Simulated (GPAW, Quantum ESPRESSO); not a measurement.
# Ta2N (P-3m1): the N K absorption edge, part 2 of 2

Aim: the N K edge of Ta2N (P-3m1) by two routes, a Lanczos recursion (XSpectra) and a sum over empty bands (GPAW), to see which features are robust.

Quantum ESPRESSO 7.5 and GPAW 26.7.0; core-hole supercells, plane-wave PAW LDA.

So far. Step 10 (Ground state of the crystal (GPAW)): The mesh shows no gap, so the system is treated as a metal and the core electron is put at the Fermi level (neutral cell). Step 11 (Spectrum without a core hole, N atom 3 (GPAW)): Main maxima below 24 eV (height): 1.9 eV (1.85), 3.5 eV (1.46), 5.8 eV (1.74), 10.1 eV (1.24) and 13.7 eV (0.86). 

## Step 12: Supercell without a hole, the energy reference (GPAW)

Total energies of two programs can't be mixed, so the cell and mesh of GPAW's hole run get a reference energy of their own.

Contents of scf.py:

```python
import numpy as np
from ase import Atoms
from ase.parallel import parprint, paropen
from gpaw import GPAW, PW, FermiDirac, Mixer, MixerDif, setup_paths
from gpaw.test import gen
setup_paths.insert(0, '.')
gen('N', name='nch1s', xcname='LDA', corehole=(1, 0, 0), write_xml=True)
from gpaw.mpi import world
world.barrier()

atoms = Atoms('Ta16N8',
    cell=[[-4.66929226, 2.69581714, 4.869841],
     [4.66929226, -2.69581714, 4.869841],
     [3.11286151, 5.39163429, 4.869841]],
    scaled_positions=[[0.08568883, 0.91902217, 0.25],
     [0.58568883, 0.41902217, 0.25],
     [0.71068883, 0.04402217, 0.5],
     [0.21068883, 0.54402217, 0.5],
     [0.33568883, 0.16902217, 0.75],
     [0.83568883, 0.66902217, 0.75],
     [0.96068883, 0.29402217, 0],
     [0.46068883, 0.79402217, 0],
     [0.16431117, 0.33097783, 0.25],
     [0.66431117, 0.83097783, 0.25],
     [0.78931117, 0.45597783, 0.5],
     [0.28931117, 0.95597783, 0.5],
     [0.41431117, 0.58097783, 0.75],
     [0.91431117, 0.08097783, 0.75],
     [0.03931117, 0.70597783, 0],
     [0.53931117, 0.20597783, 0],
     [0, 0, 0],
     [0.5, 0.5, 0],
     [0.625, 0.125, 0.25],
     [0.125, 0.625, 0.25],
     [0.25, 0.25, 0.5],
     [0.75, 0.75, 0.5],
     [0.875, 0.375, 0.75],
     [0.375, 0.875, 0.75]],
    pbc=True)
atoms.calc = calc = GPAW(legacy_gpaw=True, mode=PW(500, force_complex_dtype=True), xc='LDA', setups={16: 'nch1s'},
    kpts={'size': (3, 3, 3), 'gamma': True}, occupations=FermiDirac(0.1),
    charge=0, mixer=Mixer(0.1, 5, 50), maxiter=150,
    convergence={'density': 0.0001, 'eigenstates': 1e-6}, txt='scf.txt')
energy = atoms.get_potential_energy() + calc.get_reference_energy()
ef = calc.get_fermi_level()
out = dict(energy=energy, fermi=ef, forces=atoms.get_forces().tolist())
parprint(f'all-electron energy {energy:.4f} eV, Fermi level {ef:.4f} eV')
ev = np.array([[calc.get_eigenvalues(k, s) for k in range(len(calc.get_ibz_k_points()))] for s in range(calc.get_number_of_spins())])
out['homo'], out['lumo'], out['counts'] = ev[ev < ef].max(), ev[ev > ef].min(), sorted(set((ev < ef).sum((0, 2)).tolist()))
out['filled'] = (ev[:, 0] < ef).sum(1).tolist()
import json
with paropen('out.json', 'w') as f:
    json.dump(out, f)
```

Started as:

```console
$ OMP_NUM_THREADS=1 mpirun -n 4 gpaw python scf.py
```

Run time: 5.2 min. Hardware: 4 MPI ranks of Arm Neoverse V1, shared host; peak memory 0.6 GiB.

Reference energy: -6794790.396 eV with the cores included.

## Step 13: Spectrum with XCH, N atom 3 (GPAW)

The holes are 7.3 Å apart. The excited electron is kept in the cell, where it fills the lowest empty states and screens the hole. After the field has converged, empty bands are computed with the density fixed and the dipole matrix elements are summed.

Contents of xas.py:

```python
import numpy as np
from ase import Atoms
from ase.parallel import parprint, paropen
from gpaw import GPAW, PW, FermiDirac, Mixer, MixerDif, setup_paths
from gpaw.test import gen
setup_paths.insert(0, '.')
gen('N', name='fch1s', xcname='LDA', corehole=(1, 0, 1), write_xml=True)
from gpaw.mpi import world
world.barrier()

atoms = Atoms('Ta16N8',
    cell=[[-4.66929226, 2.69581714, 4.869841],
     [4.66929226, -2.69581714, 4.869841],
     [3.11286151, 5.39163429, 4.869841]],
    scaled_positions=[[0.08568883, 0.91902217, 0.25],
     [0.58568883, 0.41902217, 0.25],
     [0.71068883, 0.04402217, 0.5],
     [0.21068883, 0.54402217, 0.5],
     [0.33568883, 0.16902217, 0.75],
     [0.83568883, 0.66902217, 0.75],
     [0.96068883, 0.29402217, 0],
     [0.46068883, 0.79402217, 0],
     [0.16431117, 0.33097783, 0.25],
     [0.66431117, 0.83097783, 0.25],
     [0.78931117, 0.45597783, 0.5],
     [0.28931117, 0.95597783, 0.5],
     [0.41431117, 0.58097783, 0.75],
     [0.91431117, 0.08097783, 0.75],
     [0.03931117, 0.70597783, 0],
     [0.53931117, 0.20597783, 0],
     [0, 0, 0],
     [0.5, 0.5, 0],
     [0.625, 0.125, 0.25],
     [0.125, 0.625, 0.25],
     [0.25, 0.25, 0.5],
     [0.75, 0.75, 0.5],
     [0.875, 0.375, 0.75],
     [0.375, 0.875, 0.75]],
    pbc=True)
atoms.calc = calc = GPAW(legacy_gpaw=True, mode=PW(500, force_complex_dtype=True), xc='LDA', setups={16: 'fch1s'},
    kpts={'size': (3, 3, 3), 'gamma': True}, occupations=FermiDirac(0.1),
    charge=-1, mixer=Mixer(0.1, 5, 50), maxiter=150,
    convergence={'density': 0.0001, 'eigenstates': 1e-6}, txt='scf.txt')
energy = atoms.get_potential_energy() + calc.get_reference_energy()
ef = calc.get_fermi_level()
out = dict(energy=energy, fermi=ef, forces=atoms.get_forces().tolist())
parprint(f'all-electron energy {energy:.4f} eV, Fermi level {ef:.4f} eV')
ev = np.array([[calc.get_eigenvalues(k, s) for k in range(len(calc.get_ibz_k_points()))] for s in range(calc.get_number_of_spins())])
out['homo'], out['lumo'], out['counts'] = ev[ev < ef].max(), ev[ev > ef].min(), sorted(set((ev < ef).sum((0, 2)).tolist()))
out['filled'] = (ev[:, 0] < ef).sum(1).tolist()

from ase.units import Ha
from gpaw.xas import dipole_matrix_elements
nb = int(calc.get_number_of_electrons() / 2) + 277
top, nb = nb, nb + 8 + nb // 12
nscf = calc.fixed_density(kpts={'size': (4, 4, 4), 'gamma': True}, nbands=nb,
    convergence={'bands': top, 'eigenstates': 5e-3}, maxiter=60, txt='nscf.txt')
cell = atoms.cell.array
ops = [cell.T @ U.T @ np.linalg.inv(cell.T) for U in nscf.wfs.kd.symmetry.op_scc]
E = np.arange(-6, 34, 0.1)
fwhm = np.interp(E, [4, 25], [0.9, 3.5])
Y, X, zero, highest = 0, 0, 1e9, 1e9
for spin in range(nscf.get_number_of_spins()):
    wfs = nscf.wfs
    mine = wfs.bd.get_slice()  # this rank's bands
    A = dipole_matrix_elements(wfs.setups[16])
    eps = np.zeros((wfs.kd.nibzkpts, nb))
    d = np.zeros((3, A.shape[1], wfs.kd.nibzkpts, nb), complex)
    for kpt in wfs.kpt_u:
        if kpt.s == spin and 16 in kpt.P_ani:
            eps[kpt.k, mine] = kpt.eps_n * Ha
            d[:, :, kpt.k, mine] = (kpt.weight * wfs.nspins / 2) ** 0.5 * np.inner(A, kpt.P_ani[16])
    world.sum(eps)
    world.sum(d)
    T = np.einsum('amkn,bmkn->abkn', d, d.conj()).real
    T = sum(np.einsum('ai,ijkn,bj->abkn', R, T, R) for R in ops) / len(ops)
    empty = eps > ef
    zero, highest = min(zero, eps[empty].min()), min(highest, eps[:, top - 1].min())
    lines = [(eps, T, empty)] if spin == 0 else lines + [(eps, T, empty)]
for eps, T, empty in lines:
    f = np.einsum('aakn->akn', T).reshape(3, -1)
    x = eps.ravel() - zero
    w = np.interp(x, E, fwhm) / 2.35482
    g = np.exp(-0.5 * ((E[:, None] - x) / w) ** 2) / (w * (2 * np.pi) ** 0.5)
    Y = Y + (f * empty.ravel()) @ g.T
    X = X + (f * ~empty.ravel()) @ g.T
out.update(E=E.round(2).tolist(), xas=Y.tolist(), xes=X.tolist(), zero=zero, valid=highest - zero, nk=len(eps), nb=nb)
for i in range(0, len(E), 10):
    parprint(f'{E[i]:7.2f}', *(f'{v:10.3e}' for v in Y[:, i]))
import json
with paropen('out.json', 'w') as f:
    json.dump(out, f)
```

Started as:

```console
$ OMP_NUM_THREADS=1 mpirun -n 4 gpaw python xas.py
```

Wall time 26 min (4 MPI ranks); peak memory 1.4 GiB; 1.7 h of CPU time.

The N K spectrum, N atom 3, excited-electron core hole (neutral cell) (energy from the lowest empty level; intensity scaled to a mean of 1 over the first 20 eV; polarised curves are means over the symmetry-equivalent atoms):

```csv
E (eV),isotropic,ε ⊥ c,ε ∥ c
-2.0,0.00,0.00,0.00
-1.5,0.00,0.00,0.00
-1.0,0.01,0.01,0.01
-0.5,0.17,0.20,0.12
0.0,0.92,1.03,0.69
0.5,2.01,2.16,1.69
1.0,2.52,2.56,2.44
1.5,2.35,2.26,2.54
2.0,1.76,1.62,2.03
2.5,1.41,1.30,1.63
3.0,1.48,1.39,1.66
3.5,1.31,1.19,1.54
4.0,1.28,1.20,1.43
4.5,1.60,1.69,1.43
5.0,1.77,2.02,1.26
5.5,1.62,1.92,1.02
6.0,1.28,1.50,0.83
6.5,0.96,1.04,0.79
7.0,0.85,0.77,1.01
7.5,0.88,0.70,1.24
8.0,0.86,0.69,1.19
8.5,0.88,0.78,1.08
9.0,1.00,0.95,1.09
9.5,1.09,1.07,1.12
10.0,1.06,1.05,1.06
10.5,0.92,0.92,0.90
11.0,0.75,0.78,0.70
11.5,0.65,0.71,0.53
12.0,0.64,0.74,0.43
12.5,0.69,0.83,0.41
13.0,0.74,0.88,0.45
13.5,0.73,0.83,0.53
14.0,0.68,0.72,0.60
14.5,0.61,0.59,0.65
15.0,0.56,0.51,0.67
15.5,0.54,0.47,0.67
16.0,0.54,0.47,0.66
16.5,0.53,0.47,0.65
17.0,0.52,0.46,0.63
17.5,0.48,0.43,0.58
18.0,0.44,0.40,0.53
18.5,0.41,0.38,0.48
19.0,0.40,0.36,0.46
19.5,0.41,0.37,0.48
20.0,0.43,0.39,0.53
20.5,0.47,0.41,0.60
21.0,0.51,0.43,0.66
21.5,0.54,0.45,0.72
22.0,0.57,0.48,0.75
22.5,0.59,0.51,0.76
23.0,0.61,0.54,0.75
23.5,0.63,0.58,0.73
24.0,0.64,0.61,0.71
24.5,0.65,0.64,0.68
25.0,0.66,0.67,0.64
25.5,0.67,0.71,0.59
26.0,0.68,0.75,0.55
26.5,0.70,0.80,0.50
27.0,0.71,0.84,0.46
27.5,0.73,0.88,0.43
28.0,0.74,0.90,0.41
28.5,0.75,0.91,0.41
29.0,0.75,0.91,0.43
29.5,0.74,0.88,0.46
30.0,0.73,0.83,0.51
30.5,0.70,0.77,0.56
31.0,0.68,0.71,0.62
31.5,0.65,0.64,0.67
32.0,0.62,0.58,0.71
```

Main maxima below 24 eV (height): 1.1 eV (2.53), 3.0 eV (1.48), 5.0 eV (1.77), 9.6 eV (1.09) and 13.2 eV (0.74). 

The total-energy difference is 403.04 eV. With the free-atom term of -7.76 eV for this edge, the photon energy is 395.28 eV.

## Step 14: The two programs side by side

The line shapes differ (Lorentzian half width 0.4 eV up to 4 eV, rising linearly to 1.75 eV at 25 eV (not a setting of the program: the run's 0.4 eV curve was folded afterwards with a further Lorentzian above 4 eV), against Gaussian full width 0.9 eV up to 4 eV, rising linearly to 3.5 eV at 25 eV), so both get a further Gaussian of 1.5 eV full width before they are compared; the Lorentzian tails remain.

```csv
E (eV),XSpectra,GPAW
-2.00,0.14,0.01
-1.25,0.27,0.09
-0.50,0.67,0.50
0.25,1.37,1.39
1.00,1.88,2.07
1.75,1.86,1.98
2.50,1.63,1.60
3.25,1.51,1.42
4.00,1.51,1.43
4.75,1.56,1.57
5.50,1.44,1.49
6.25,1.20,1.17
7.00,1.03,0.94
7.75,0.96,0.88
8.50,0.96,0.92
9.25,0.97,1.00
10.00,0.92,0.99
10.75,0.82,0.84
11.50,0.73,0.71
12.25,0.71,0.68
13.00,0.70,0.71
13.75,0.67,0.69
14.50,0.62,0.62
15.25,0.58,0.56
16.00,0.55,0.54
16.75,0.53,0.52
17.50,0.50,0.48
18.25,0.47,0.43
19.00,0.46,0.41
19.75,0.48,0.43
20.50,0.50,0.47
21.25,0.52,0.52
22.00,0.54,0.57
22.75,0.56,0.60
23.50,0.57,0.63
24.25,0.58,0.65
25.00,0.58,0.66
25.75,0.58,0.68
26.50,0.59,0.70
27.25,0.60,0.72
28.00,0.60,0.74
28.75,0.61,0.74
29.50,0.60,0.73
30.25,0.59,0.71
31.00,0.57,0.68
31.75,0.55,0.64
```

```csv
,XSpectra,GPAW
k mesh of the spectrum,5×5×5,4×4×4
cutoff (eV),626,500
"highest intensity below 16 eV after the common broadening, eV (height)",1.3 (1.93),1.3 (2.12)
"zero, corrected photon energy (eV)",394.6,395.3
"core time, hole field and spectrum",2.2 h,1.7 h
```

## Step 15: With and without the hole

XSpectra's curves. Both curves are counted from their own zero, so only the shift of weight within the empty states shows.

```csv
E (eV),no hole,XCH
-2.0,0.07,0.11
-1.0,0.13,0.23
0.0,0.51,1.07
1.0,1.17,2.14
2.0,1.60,1.70
3.0,1.42,1.52
4.0,1.31,1.34
5.0,1.47,1.70
6.0,1.61,1.27
7.0,1.21,0.95
8.0,1.07,0.89
9.0,1.10,1.06
10.0,1.25,1.08
11.0,1.03,0.74
12.0,0.65,0.62
13.0,0.95,0.87
14.0,0.90,0.66
15.0,0.67,0.57
16.0,0.69,0.58
17.0,0.65,0.58
18.0,0.49,0.42
19.0,0.38,0.38
20.0,0.44,0.49
21.0,0.51,0.54
22.0,0.55,0.57
23.0,0.55,0.64
24.0,0.68,0.68
25.0,0.54,0.58
26.0,0.62,0.68
27.0,0.60,0.66
28.0,0.60,0.65
29.0,0.68,0.72
30.0,0.78,0.72
31.0,0.67,0.56
32.0,0.55,0.55
```

With each curve scaled to its own mean, the area from −2 to 6 eV with the hole is 10.4 against 8.4, and the centre of weight from −1 to 20 eV moves by -0.9 eV: the hole pulls the absorber's empty states down.

## Step 16: Results

| Item | Value |
| --- | --- |
| absorber and edge | N K, atom 3 of the ground-state input (counted from 1) |
| surroundings | 6 Ta at 2.18 Å (octahedral, site symmetry -3m) |
| highest intensity below 16 eV (XSpectra, narrow line) | 1.2 eV above the zero, height 2.16 |
| photon energy of the zero, with the added terms | 394.6 eV (raw 402.3 eV; LDA puts this hole about 4 eV below PBE, itself good to a few eV) |

**Reading.** The two programs agree closely: 8 % r.m.s. remains over the first 14 eV after a relative shift of 0.0 eV, and their photon-energy zeros differ by 0.7 eV. In XSpectra the N K edge of atom 3, with 6 Ta at 2.18 Å (octahedral, site symmetry -3m), has its highest intensity of the first 16 eV at 1.2 eV above the zero, near 396 eV in photon energy (LDA puts this hole about 4 eV below PBE, itself good to a few eV), 2.2 times the mean level of the first 20 eV (Lorentzian half width 0.4 eV). In XSpectra: With each curve scaled to its own mean, the area from −2 to 6 eV with the hole is 10.4 against 8.4, and the centre of weight from −1 to 20 eV moves by -0.9 eV: the hole pulls the absorber's empty states down. In GPAW: With each curve scaled to its own mean, the area from −2 to 6 eV with the hole is 10.4 against 8.4, and the centre of weight from −1 to 20 eV moves by -0.9 eV: the hole pulls the absorber's empty states down. In XSpectra, at the N K edge of atom 3 polarisation matters most near 5.4 eV, where the curves differ by 0.7 on this scale. 3 further runs of this session are left out of this account as redundant. Lifetime broadening is put in by hand, and intensities beyond about 20 eV depend on it and on the partial waves; weight that the partial waves miss at high energy is lost. The structure is a computed Materials Project entry and may be a hypothetical form.

[Logs are printed without paths, hosts, clocks, repeated set-up lines and the standing remarks that a program may print on its own settings, such as how far it seeks lower states.]

[Hosts, paths, dates, database ids (printed as entryN), source tags and the programs' standing remarks are cut or masked in the printed files.]

[Lists of maxima count a maximum above −3 eV only where it reaches 4 % of the highest in the window and stands out from its surroundings by 2 % of it (1.5 % where it reaches 55 %); shoulders and weaker maxima are passed over, and of the rest the first, up to two pre-edge ones and the few strongest are named.]
